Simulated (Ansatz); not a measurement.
**Starting-point dependence of the GW gap of SrTiO3 (I4/mcm)**

One-shot GW is not self-consistent; how far does the start matter for SrTiO3 (I4/mcm)?

Program: Ansatz 0.2.0. Level of theory: G0W0 on several functionals, plane waves, PAW. Results are calculated unless marked as measured.

Report form: the programs' logs are mostly left out.

In doubt: masses and optical values from hybrid runs of this build are listed as unsure (steps 3, 4), which bears on the screening that GW takes from such a start.

### Step 1. The starting structure

The structure is tetragonal, space group I4/mcm (No. 140). Conventional cell: a = 5.511 Å, b = 5.511 Å, c = 7.796 Å, α = 90.00°, β = 90.00°, γ = 90.00°. Nearest to Sr lie 12 O at 2.73 to 2.78 Å. Ti has 6 O at 1.95 Å nearest. O has 2 Ti at 1.95 Å and 4 Sr at 2.76 Å nearest. O has 2 Ti at 1.95 Å and 4 Sr at 2.73 to 2.78 Å nearest. Farther neighbours and most contacts between anions are not listed.

The cell and positions come from the Crystallography Open Database and are kept as given unless a step says otherwise.

### Step 2. G0W0 on PBE

G0W0 replaces the xc potential by the self-energy, built once from these orbitals. Only a window of levels is corrected, while the sums run over the empty bands that the input names. This step takes hard PAW files.

This step: G0W0 on PBE, plane waves, PAW.

input.yaml

```yaml
crystal:
  lattice:
    - [-2.7555, 2.7555, 3.898]
    - [2.7555, -2.7555, 3.898]
    - [2.7555, 2.7555, -3.898]
  atoms:
    - { symbol: Sr, position: [0.75, 0.25, 0.5] }
    - { symbol: Sr, position: [0.25, 0.75, 0.5] }
    - { symbol: Ti, position: [0.0, 0.0, 0.0] }
    - { symbol: Ti, position: [0.5, 0.5, 0.0] }
    - { symbol: O, position: [0.25, 0.25, 0.0] }
    - { symbol: O, position: [0.75, 0.75, 0.0] }
    - { symbol: O, position: [0.7451, 0.2451, 0.9902] }
    - { symbol: O, position: [0.2451, 0.2549, 0.5] }
    - { symbol: O, position: [0.2549, 0.7549, 0.0098] }
    - { symbol: O, position: [0.7549, 0.7451, 0.5] }
kpoints:
  mp_grid: { grid: [4, 4, 4] }
hamiltonian:
  xc: pbe
  pseudopotentials: { kind: paw, source: ansatz }
scf:
  occupations: { method: fixed }
gw:
  n_empty_bands: 704
  ecut_chi: 190.0
  qp_bands: [v3, c3]
  qp_kpoints: band_edges
  screening: { model: contour_deformation }
```

The run is started by

```sh
$ ansatz run input.yaml --threads 4 --pin off --max-ram 138240MiB --backend cuda --events-out ev --progress --plain --runs-dir out --devices 1 --max-vram 26GiB
```

Run time: 69 s. Hardware: 1 × NVIDIA H100 80GB HBM3 (shared by 3 runs) with 4 threads of AMD EPYC 7R13 (Zen 3), shared host; peak memory 3.8 GiB; 2.1 min of CPU time.

Numbers from this step:

| Quantity | Value |
| --- | --- |
| bands summed | 744 |
| RPA ε∞ on this mesh (eigenvalues) | 6.134, 6.134, 6.135 |
| plane waves in the screening matrix | 725 |
| q-points in the mesh | 64 |
| G0W0 gap on the mesh | 3.489 eV |
| k of the valence top | 0, 0, 0 |
| k of the conduction bottom | 0, 0, 0 |
| starting gap on the mesh | 1.895 eV |
| Z at the valence top | 0.7169 |
| Z at the conduction bottom | 0.7392 |
| least direct G0W0 gap on the computed points | 3.489 eV |

The gap on the mesh goes from 1.89 eV to 3.49 eV, a correction of +1.59 eV. Between the two edge states, bare exchange in place of the xc potential would open the gap by 12.69 eV, and correlation takes back 11.09 eV.

### Step 3. G0W0 on HSE06

The same correction from a different start measures what one shot leaves open.

This step: G0W0 on HSE06, plane waves, PAW.

input.yaml: that of step 2 with these lines changed.

```diff
@@ -19,3 +19,3 @@
 hamiltonian:
-  xc: pbe
+  xc: hse06
   pseudopotentials: { kind: paw, source: ansatz }
```

Wall time 2.9 min (1 × NVIDIA H100 80GB HBM3 (shared by 3 runs) with 4 threads); peak memory 4.4 GiB; 5.3 min of CPU time.

Numbers from this step:

```
bands summed                                 : 744
RPA ε∞ on this mesh (eigenvalues)            : 4.411, 4.411, 4.411
plane waves in the screening matrix          : 725
q-points in the mesh                         : 64
G0W0 gap on the mesh                         : 3.820 eV
k of the valence top                         : 0, 0, 0
k of the conduction bottom                   : 0, 0, 0
starting gap on the mesh                     : 3.354 eV
Z at the valence top                         : 0.7628
Z at the conduction bottom                   : 0.7811
least direct G0W0 gap on the computed points : 3.820 eV
```

Against the run with 4×4×4 mesh, 704 empty bands, screening to 190 eV, hard PAW files on PBE, the gap moves by +0.33 eV, while the start moved by +1.46 eV.

### Step 4. G0W0 on PBE0

This step: G0W0 on PBE0, plane waves, PAW.

input.yaml: that of step 3 with these lines changed.

```diff
@@ -19,3 +19,3 @@
 hamiltonian:
-  xc: hse06
+  xc: pbe0
   pseudopotentials: { kind: paw, source: ansatz }
```

The job ended after 3.4 min (1 × NVIDIA H100 80GB HBM3 (shared by 3 runs) with 4 threads; peak memory 4.3 GiB).

Numbers from this step:

```yaml
bands_summed: 744
rpa_eps_infinity_on_this_mesh_eigenvalues: 4.108, 4.108, 4.108
plane_waves_in_the_screening_matrix: 725
g0w0_gap_on_the_mesh: 4.083 eV
k_of_the_valence_top: 0, 0, 0
k_of_the_conduction_bottom: 0, 0, 0
starting_gap_on_the_mesh: 4.099 eV
least_direct_g0w0_gap_on_the_computed_points: 4.083 eV
```

Against the run with 4×4×4 mesh, 704 empty bands, screening to 190 eV, hard PAW files on HSE06, the gap moves by +0.26 eV, while the start moved by +0.75 eV.

### Step 5. The starts together

All on the 4×4×4 mesh with 704 empty bands and screening to 190 eV. Times are wall times on 1 × NVIDIA H100 80GB HBM3 (shared by 3 runs) with 4 threads of AMD EPYC 7R13 (Zen 3), shared host, good to a factor of about two.

```csv
start,starting gap (eV),shift (eV),G0W0 gap (eV),RPA ε∞ (harmonic mean),"Z (valence, conduction)",time
PBE,1.89,+1.59,3.49,6.13,"0.72, 0.74",69 s
HSE06,3.35,+0.47,3.82,4.41,"0.76, 0.78",2.9 min
PBE0,4.10,−0.02,4.08,4.11,"0.78, 0.79",3.4 min
```

How the two edges are built up, in eV (the quasiparticle level is the starting level plus Σx plus Σc less Vxc):

```csv
run,edge,start,Σx,Σc,Vxc,Z,QP
PBE,valence top,10.06,-26.08,4.50,-21.02,0.72,9.50
PBE,conduction bottom,11.95,-12.64,-6.60,-20.27,0.74,12.98
HSE06,valence top,9.03,-26.15,4.05,-22.13,0.76,9.06
HSE06,conduction bottom,12.39,-12.01,-6.13,-18.65,0.78,12.88
PBE0,valence top,8.64,-26.15,3.91,-22.53,0.78,8.93
PBE0,conduction bottom,12.74,-12.00,-5.99,-18.26,0.79,13.01
```

For a hybrid start, Vxc holds its share of exact exchange.

### Step 6. Results

```yaml
g0w0_pbe: 3.49 eV (start 1.89 eV)
g0w0_hse06: 3.82 eV (start 3.35 eV)
g0w0_pbe0: 4.08 eV (start 4.10 eV)
known_limits: not at the basis limit; no spin-orbit coupling
```

What this shows: The starting gaps span 2.20 eV and the G0W0 gaps 0.59 eV. Between PBE and PBE0, 0.59 eV of the 2.20 eV survives, 27 %. PBE0 screens less than PBE (ε∞ 4.11 against 6.13). Of the 0.59 eV by which its G0W0 gap is higher, the correlation part gives +1.19 eV, and exchange with the one-particle terms, which follow the orbitals, −0.60 eV. The smallest correction, −0.02 eV, is on PBE0, the start nearest to reproducing itself. Bands and cutoff are finite, so the gap is not at the basis limit. The miss can reach some tenths of an eV and take either sign; the mesh is an error of its own. The many-body steps are scalar-relativistic: spin-orbit coupling is not in them.

[Paths, hosts, dates, memory and timing lines, banners, echoed tables and standing remarks are left out of the program output.]

[Logs are printed without paths, hosts, clocks, repeated set-up lines and the standing remarks that a program may print on its own settings, such as how far it seeks lower states.]

[Runs of the session that timed out or met a known fault of the program may be left out.]

[Cells called generated may have been cut or substituted from an entry of the Crystallography Open Database or the Materials Project.]

[Hosts, paths, dates, database ids (printed as entryN), source tags and the programs' standing remarks are cut or masked in the printed files.]
